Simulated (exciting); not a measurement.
Consider Li3ClO, space group Pm-3m.

```xyz
5
Lattice="3.9083 0.0000 0.0000 0.0000 3.9083 0.0000 0.0000 0.0000 3.9083" Properties=species:S:1:pos:R:3 pbc="T T T"
Cl    0.0000    0.0000    0.0000
O     1.9542    1.9542    1.9542
Li    1.9542    1.9542    0.0000
Li    1.9542    0.0000    1.9542
Li    0.0000    1.9542    1.9542
```

Absorber: atom 2, with 6 Li at 1.95 Å (octahedral, site symmetry m-3m). Method: exciting, all-electron LAPW+lo, LDA, exchange and screened direct term (singlet BSE), 4×4×4 shifted k points, 22 conduction bands, |G+q| up to 3 bohr⁻¹, full RPA screening with nempty = 46, Lorentzian half width 0.45 eV.

Predict the O K near-edge structure at this level.

Bound core exciton? Yes on this mesh: the first bright state (over 5 % of the brightest) lies at -0.54 eV from the Kohn–Sham onset and at -0.84 eV from the lowest bare transition of its own mesh; weaker or dark states reach down to -0.99 eV. Maxima (height): -0.5 eV (0.95), 1.6 eV (1.00) and 9.7 eV (0.49).

Energy from the Kohn–Sham onset, core level to the lowest empty state found on the meshes used; Im ε in relative units:

| E (eV) | Im ε |
| --- | --- |
| -4.5 | 0.02 |
| -4.0 | 0.03 |
| -3.5 | 0.03 |
| -3.0 | 0.05 |
| -2.5 | 0.06 |
| -2.0 | 0.10 |
| -1.5 | 0.18 |
| -1.0 | 0.42 |
| -0.5 | 0.93 |
| 0.0 | 0.72 |
| 0.5 | 0.50 |
| 1.0 | 0.56 |
| 1.5 | 0.95 |
| 2.0 | 0.87 |
| 2.5 | 0.58 |
| 3.0 | 0.38 |
| 3.5 | 0.26 |
| 4.0 | 0.18 |
| 4.5 | 0.15 |
| 5.0 | 0.14 |
| 5.5 | 0.17 |
| 6.0 | 0.23 |
| 6.5 | 0.23 |
| 7.0 | 0.24 |
| 7.5 | 0.26 |
| 8.0 | 0.28 |
| 8.5 | 0.33 |
| 9.0 | 0.38 |
| 9.5 | 0.48 |
| 10.0 | 0.46 |
| 10.5 | 0.37 |
| 11.0 | 0.30 |
| 11.5 | 0.25 |
| 12.0 | 0.24 |
| 12.5 | 0.25 |
| 13.0 | 0.22 |
| 13.5 | 0.15 |
| 14.0 | 0.13 |
| 14.5 | 0.13 |
| 15.0 | 0.12 |
| 15.5 | 0.10 |

A mesh of 64 points doesn't converge binding energies, and fine structure above the first lines is partly noise of the mesh. Exchange and the short-range direct term aren't converged in the kernel cutoff. The zero comes from the unshifted 4×4×4 ground-state mesh; it is exact only where the band minimum lies on that mesh. The Kohn–Sham onset, 503 eV, is no photon energy: the scale needs a rigid shift. No quasiparticle correction widens the gap or stretches the bands. Vibrations and energy-dependent lifetimes are left out. The structure is a Materials Project entry, computed there, and may be a hypothetical form.

[Banner, clock and machine lines of the logs are left out without a mark of their own.]

[Logs are printed without paths, hosts, clocks, repeated set-up lines and the standing remarks that a program may print on its own settings, such as how far it seeks lower states.]

[Hosts, paths, dates, database ids (printed as entryN), source tags and the programs' standing remarks are cut or masked in the printed files.]
